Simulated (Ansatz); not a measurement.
## What Li2HgF4 (built on the sites of a database entry of Cs2HgF4) distorts into

Wanted: the energy along a soft mode of Li2HgF4 (built on the sites of a database entry of Cs2HgF4) and the structure at the end.

Calculated with Ansatz 0.2.0; DFT PBEsol, scalar-relativistic, plane waves, PAW.

This is a report of a sequence of runs, with most program output left out.

The structure was built from a prototype and need not be the compound's stable phase.

## Step 1: The structure

It takes space group I4/mmm (No. 139, tetragonal). The conventional cell has a = 4.540 Å, b = 4.540 Å, c = 10.845 Å, α = 90.00°, β = 90.00°, γ = 90.00°. Nearest to Li lie 1 F at 1.70 Å. Hg has 6 F at 2.20 to 2.27 Å nearest. Nearest to F lie 1 Li at 1.70 Å and 1 Hg at 2.20 Å. Nearest to F lie 2 Hg at 2.27 Å. Farther neighbours and most contacts between anions are not listed.

As a file:

```cif
data_structure
_symmetry_space_group_name_H-M 'I4/mmm'
_symmetry_Int_Tables_number 139
_cell_length_a 4.5397
_cell_length_b 4.5397
_cell_length_c 10.8446
_cell_angle_alpha 90.000
_cell_angle_beta 90.000
_cell_angle_gamma 90.000
_cell_volume 223.50
loop_
_atom_site_label
_atom_site_type_symbol
_atom_site_symmetry_multiplicity
_atom_site_Wyckoff_symbol
_atom_site_fract_x
_atom_site_fract_y
_atom_site_fract_z
_atom_site_occupancy
Li1 Li 4 e 0.00000 0.00000 0.35900 1
Hg1 Hg 2 a 0.00000 0.00000 0.00000 1
F1 F 4 e 0.00000 0.00000 0.20245 1
F2 F 4 c 0.50000 0.00000 0.00000 1
```

## Step 2: Zone-centre response

The cell comes from relaxations at this level that are not shown. The zone centre is the only wavevector solved here; it holds the modes that light can see, as far as symmetry allows. The response to a homogeneous field gives the Born charges and the dielectric tensor.

input.yaml reads:

```yaml
crystal:
  lattice:
    - [-2.2698744399, 2.2698744399, 5.4223198673]
    - [2.2698744399, -2.2698744399, 5.4223198673]
    - [2.2698744399, 2.2698744399, -5.4223198673]
  atoms:
    - { symbol: Li, position: [0.3590037198, 0.3590037198, 0.0] }
    - { symbol: Li, position: [0.6409962802, 0.6409962802, 0.0] }
    - { symbol: Hg, position: [0.0, 0.0, 0.0] }
    - { symbol: F, position: [0.2024518664, 0.2024518664, 0.0] }
    - { symbol: F, position: [0.7975481336, 0.7975481336, 0.0] }
    - { symbol: F, position: [0.0, 0.5, 0.5] }
    - { symbol: F, position: [0.5, 0.0, 0.5] }
kpoints:
  mp_grid: { grid: [8, 8, 8] }
hamiltonian:
  xc: pbesol
scf:
  occupations: { method: fixed }
output:
  eigenvalues: true
phonons:
  method: dfpt
  dielectric: true
  rigid_motions: translations
```

Launch:

```sh
$ ansatz run input.yaml --threads 8 --pin off --max-ram 14336MiB --backend cpu --events-out ev --progress --plain --runs-dir out
```

Wall time 4.8 min (8 threads of Arm Neoverse V1, shared host); peak memory 3.7 GiB; 36 min of CPU time.

This step gave:

* gap on the k-mesh: 1.708 eV
* volume per atom: 15.96 Å³
* sum-rule residual before enforcement: 1.55e-4 eV/Å²
* miss of the charge sum rule: 1.31e-4 e
* point group: 4/mmm
* highest optical mode at the zone centre (no LO-TO term): 644.1 cm⁻¹
* lowest optical zone-centre mode: -245.5 cm⁻¹
* mean high-frequency dielectric constant: 2.513
* largest Born charge (third of the trace): 2.370 e
* top of the zone-centre spectrum with the field: 731.0 cm⁻¹

Without the LO-TO term. Patterns of degenerate modes are one choice out of their space. Modes at Γ, with each element's share of the kinetic energy (negative means imaginary):

| mode | frequency (cm⁻¹) | symmetry | Li % | Hg % | F % |
| --- | --- | --- | --- | --- | --- |
| 1 | -245.5 | Eu | 57 | 0 | 42 |
| 2 | -245.5 | Eu | 57 | 0 | 42 |
| 3 | -176.0 | Eg | 91 | 0 | 9 |
| 4 | -176.0 | Eg | 91 | 0 | 9 |
| 5 | -97.1 | Eu | 7 | 1 | 92 |
| 6 | -97.1 | Eu | 7 | 1 | 92 |
| 7 | -32.7 | B2u | 0 | 0 | 100 |
| 8 | 0.0 | acoustic | 5 | 69 | 26 |
| 9 | 0.0 | acoustic | 5 | 69 | 26 |
| 10 | 0.0 | acoustic | 5 | 69 | 26 |
| 11 | 83.2 | A2u | 1 | 13 | 86 |
| 12 | 110.4 | Eg | 9 | 0 | 91 |
| 13 | 110.4 | Eg | 9 | 0 | 91 |
| 14 | 115.6 | Eu | 31 | 23 | 46 |
| 15 | 115.6 | Eu | 31 | 23 | 46 |
| 16 | 290.4 | A2u | 35 | 18 | 47 |
| 17 | 347.2 | A1g | 25 | 0 | 75 |
| 18 | 403.2 | Eu | 0 | 6 | 94 |
| 19 | 403.2 | Eu | 0 | 6 | 94 |
| 20 | 622.1 | A2u | 60 | 0 | 40 |
| 21 | 644.1 | A1g | 75 | 0 | 25 |

Displacements in mode 1 (-245.5 cm⁻¹), the largest set to 1:
```
Li1 -1.00 -0.04  0.00
Li2 -1.00 -0.04  0.00
Hg3 -0.02  0.00  0.00
F4   0.12  0.01  0.00
F5   0.12  0.01  0.00
F6   0.01  0.03  0.00
F7   0.71  0.00  0.00
```

Displacements in mode 18 (403.2 cm⁻¹), the largest set to 1:
```
Li1 -0.04  0.00  0.00
Li2 -0.04  0.00  0.00
Hg3 -0.08  0.00  0.00
F4  -0.04  0.00  0.00
F5  -0.04  0.00  0.00
F6   1.00  0.00  0.00
F7  -0.07  0.00  0.00
```

Before it was imposed, the acoustic sum rule was missed by 1.6e-4 eV/Å² and the charge sum rule by 1.3e-4 e. Small misses are needed for a sound result but don't prove that mesh and cutoff are converged. The lowest optical mode is imaginary, 245.5i cm⁻¹, so the energy falls along it.

## Step 3: The mode frozen in, largest atomic shift 0 Å

The mode followed lies at Γ with frequency 245.5i cm⁻¹ and is 2-fold degenerate, the softest among the wavevectors solved. At small amplitude the distorted cell has space group no. 8 by a symmetry search on the positions. The undistorted cell that holds it gives the zero of energy on the same k mesh.

Edit input.yaml of step 2 so:

```diff
@@ -18,8 +18,6 @@
 scf:
-  occupations: { method: fixed }
+  occupations: { method: gaussian, width: 0.02 }
 output:
+  forces: true
+  stress: true
   eigenvalues: true
-phonons:
-  method: dfpt
-  dielectric: true
-  rigid_motions: translations
```

It took 1.9 s on 8 threads; peak memory 0.62 GiB; 13 s of CPU time.

This step gave:

```yaml
pressure: 0.002662 GPa
energy_from_the_undistorted_cell: 0 meV/atom
```

At this level the gap is 1.71 eV on the k-mesh of the self-consistent run, which can miss the band edges.

## Step 4: The mode frozen in, largest atomic shift 0.6 Å

The atoms are moved along the unstable eigenvector, the largest shift by 0.6 Å, with the cell fixed.

input.yaml reads:

```yaml
crystal:
  lattice:
    - [-2.2698744399, 2.2698744399, 5.4223198673]
    - [2.2698744399, -2.2698744399, 5.4223198673]
    - [2.2698744399, 2.2698744399, -5.4223198673]
  atoms:
    - { symbol: Li, position: [0.2944384491, 0.4743256654, 0.050756675] }
    - { symbol: Li, position: [0.5764310096, 0.7563182259, 0.050756675] }
    - { symbol: Hg, position: [-0.0014456208, 0.0025820662, 0.0011364454] }
    - { symbol: F, position: [0.2103659223, 0.1883163364, -0.0062214741] }
    - { symbol: F, position: [0.8054621895, 0.7834126036, -0.0062214741] }
    - { symbol: F, position: [0.0460276988, 0.4989673141, 0.5449950128] }
    - { symbol: F, position: [0.5005781696, -0.0822114385, 0.4183667312] }
kpoints:
  mp_grid: { grid: [8, 8, 8] }
hamiltonian:
  xc: pbesol
scf:
  occupations: { method: gaussian, width: 0.02 }
output:
  forces: true
  stress: true
  eigenvalues: true
```

Elapsed: 8 s, on 8 threads; peak memory 0.77 GiB.

This step gave:

* pressure: -1.174 GPa
* gap on the k-mesh: 2.019 eV
* energy from the undistorted cell: -97.38 meV/atom

The energy, extrapolated to zero smearing, is -97.38 meV/atom against the undistorted cell.

The run ends at a pressure of -1.17 GPa, with forces up to 0.83 eV/Å.

## Step 5: Energy along the mode, all amplitudes (two of the runs are shown above)

An imaginary frequency means negative curvature, so the energy should fall and then rise again as anharmonic terms take over.

Numbers from this step:

```
depth at the lowest point sampled  : 97.38 meV/atom
largest atomic shift at that point : 0.6 Å
```

Energy from the parent against largest atomic shift:

| largest atomic shift (Å) | energy from the parent (meV/atom) |
| --- | --- |
| 0.000 | 0 |
| 0.040 | -0.612 |
| 0.080 | -2.44 |
| 0.140 | -7.38 |
| 0.220 | -17.7 |
| 0.320 | -35.7 |
| 0.450 | -64.1 |
| 0.600 | -97.4 |

Displacement at unit largest shift by atom:

| atom | x (Å) | y (Å) | z (Å) | size |
| --- | --- | --- | --- | --- |
| Li1 | 0.87 | -0.49 | 0.00 | 1.00 |
| Li2 | 0.87 | -0.49 | 0.00 | 1.00 |
| Hg3 | 0.02 | -0.01 | 0.00 | 0.02 |
| F4 | -0.11 | 0.06 | 0.00 | 0.12 |
| F5 | -0.11 | 0.06 | 0.00 | 0.12 |
| F6 | -0.01 | 0.35 | 0.00 | 0.35 |
| F7 | -0.62 | 0.00 | 0.00 | 0.62 |

The lowest of the steps tried is the last one, at 0.6 Å, 97.4 meV/atom below the parent; the bottom of the well need not coincide with a step.

## Step 6: Relaxation from the frozen mode

Starting from the lowest point found, all atoms and the cell are let go, so that strain and other modes of the same symmetry can join in.

Edit input.yaml of step 4 so:

```diff
@@ -18,3 +18,3 @@
 scf:
-  occupations: { method: gaussian, width: 0.02 }
+  occupations: { method: fixed }
 output:
@@ -23 +23,6 @@
   eigenvalues: true
+relax:
+  adjacent_minimum: "off"
+  f_tol: 0.002
+  max_steps: 120
+  cell: { stress_tol: 0.03 }
```

Run time: 3.4 min. Hardware: 8 threads; peak memory 0.9 GiB.

Relaxation path (22 of 26):

| step | energy less that of the first step (eV) | largest force component (eV/Å) | pressure (GPa) | volume (Å³) |
| --- | --- | --- | --- | --- |
| 1 | 0.0000 | 0.8291 | -1.17 | 111.75 |
| 2 | -0.2870 | 0.4185 | -1.69 | 112.64 |
| 3 | -0.6216 | 0.6445 | -1.11 | 108.86 |
| 5 | -1.0021 | 0.3678 | 0.39 | 98.35 |
| 6 | -0.9189 | 0.7204 | 1.59 | 95.77 |
| 7 | -1.0611 | 0.0927 | -0.24 | 98.14 |
| 8 | -1.0699 | 0.0482 | -0.10 | 97.51 |
| 9 | -1.0784 | 0.0533 | 0.01 | 96.65 |
| 11 | -1.0877 | 0.1700 | 0.75 | 95.42 |
| 12 | -1.0913 | 0.0124 | 0.00 | 95.76 |
| 13 | -1.0906 | 0.0066 | -0.03 | 96.02 |
| 14 | -1.0909 | 0.0035 | 0.00 | 95.93 |
| 15 | -1.0910 | 0.0042 | -0.01 | 95.93 |
| 16 | -1.0910 | 0.0007 | 0.00 | 95.91 |
| 18 | -1.0851 | 0.0098 | 0.09 | 94.91 |
| 19 | -1.0847 | 0.0178 | -0.05 | 95.06 |
| 20 | -1.0847 | 0.0047 | 0.02 | 95.07 |
| 21 | -1.0847 | 0.0012 | 0.00 | 95.07 |
| 22 | -1.0847 | 0.0030 | 0.00 | 95.07 |
| 24* | -1.0820 | 0.0011 | -0.05 | 95.07 |
| 25 | -1.0825 | 0.0019 | 0.00 | 94.93 |
| 26* | -1.0821 | 0.0019 | -0.01 | 94.93 |

Relaxation steps marked * repeat the geometry before them on a plane-wave basis chosen anew for their cell, so energy and pressure can jump there. Other such steps can lie between the rows shown. Relaxation steps 6, 11, 22 were tried and not accepted.

Forces are held to the 2 operations that the run works with; a distortion that breaks them can't arise in this run.

| cell as run | before | after | change |
| --- | --- | --- | --- |
| a (Å) | 6.301 | 5.565 | -11.7 % |
| b (Å) | 6.301 | 5.565 | -11.7 % |
| c (Å) | 6.301 | 5.745 | -8.8 % |
| α (°) | 137.77 | 132.89 | -3.5 % |
| β (°) | 137.77 | 132.90 | -3.5 % |
| γ (°) | 61.25 | 66.10 | +7.9 % |
| volume (Å³/atom) | 15.96 | 13.56 | -15.1 % |

The atoms that moved most (Å, as changes of fractional coordinates times the final cell):

| atom | dx | dy | dz | length |
| --- | --- | --- | --- | --- |
| Hg3 | 0.511 | -0.480 | 0.000 | 0.700 |
| F6 | -0.136 | 0.516 | 0.000 | 0.534 |
| Li1 | 0.177 | -0.381 | -0.109 | 0.434 |
| Li2 | 0.177 | -0.381 | 0.109 | 0.434 |
| F5 | -0.206 | 0.272 | -0.177 | 0.385 |
| F4 | -0.206 | 0.272 | 0.177 | 0.385 |
| F7 | -0.316 | 0.183 | 0.000 | 0.365 |

This step gave:

| Property | Result |
| --- | --- |
| pressure | -0.006349 GPa |
| gap on the k-mesh | 2.237 eV |
| volume per atom | 13.56 Å³ |

The distorted start has space group Cm; the relaxation ends in Fmm2.

## Step 7: The new phase in its own primitive cell

The relaxed structure is symmetrised, reduced to its primitive cell and relaxed tightly, as its phonons need.

input.yaml reads:

```yaml
crystal:
  lattice:
    - [0.0, 4.6649128026, 3.0349619764]
    - [3.3524772981, 0.0, 3.0349619764]
    - [3.3524772981, 4.6649128026, 0.0]
  atoms:
    - { symbol: Li, position: [0.1961475056, 0.5014541163, 0.4985458837] }
    - { symbol: Li, position: [0.5014541163, 0.1961475056, 0.8038524944] }
    - { symbol: Hg, position: [0.8864884096, 0.8864884096, 0.1135115904] }
    - { symbol: F, position: [0.2920370686, 0.8491216873, 0.1508783127] }
    - { symbol: F, position: [0.8491216873, 0.2920370686, 0.7079629314] }
    - { symbol: F, position: [0.1620210581, 0.5446858698, 0.8379789419] }
    - { symbol: F, position: [0.5446858698, 0.1620210581, 0.4553141302] }
kpoints:
  mp_grid: { grid: [6, 6, 6] }
hamiltonian:
  xc: pbesol
scf:
  occupations: { method: fixed }
output:
  forces: true
  stress: true
  eigenvalues: true
relax:
  adjacent_minimum: "off"
  f_tol: 0.001
  max_steps: 60
  cell: { stress_tol: 0.01 }
```

Elapsed: 15 s, on 8 threads; peak memory 0.55 GiB; 1.9 min of CPU time.

Little changed from the start: no atom moved by 0.005 Å and no cell edge by 0.1 %.

This step gave:

- pressure: -3.06e-4 GPa
- gap on the k-mesh: 2.285 eV
- direct gap on mesh: 2.956 eV

The largest force component left is 0.27 meV/Å and the pressure is 0.000 GPa, within the tolerances set. The cell now holds 13.56 Å³/atom.

## Step 8: Outcome

| Property | Result |
| --- | --- |
| unstable mode of the parent | q = (0, 0, 0), 246i cm⁻¹ |
| depth at the lowest point sampled | 97.4 meV/atom |
| largest atomic shift at that point | 0.6 Å |
| space group reached (within 0.01 Å) | Fmm2 |
| energy gained over the parent (first relaxation, on the mesh of the frozen mode) | 252 meV/atom |
| volume per atom, phase reached | 13.6 Å³ |
| gap on the k-mesh, phase reached | 2.28 eV |

What this shows: Along this mode the structure falls into Fmm2, 252 meV/atom below the parent. At the parent's cell the well is 97.38 meV/atom deep on the steps tried, with its lowest point at a shift of 0.6 Å. That is the last step tried, so the steps alone don't bracket the bottom of the well. Relaxing atoms and cell changes the gain by +154.59 meV/atom against the lowest step (energies at zero smearing). Most of the total comes from this relaxation. The modes of the phase reached were not computed on this path. Of the 5 patterns followed to their end from this parent, this one reaches the lowest energy. Each path keeps the symmetry of its pattern, so a lower phase may lie along a pattern not tried. Spin-orbit coupling is left out, which can matter for the heavy elements here. The starting cell was built on a prototype and not taken from a measurement, so the phase need not exist.

[Logs are printed without paths, hosts, clocks, repeated set-up lines and the standing remarks that a program may print on its own settings, such as how far it seeks lower states.]

[Hosts, paths, dates, database ids (printed as entryN), source tags and the programs' standing remarks are cut or masked in the printed files.]
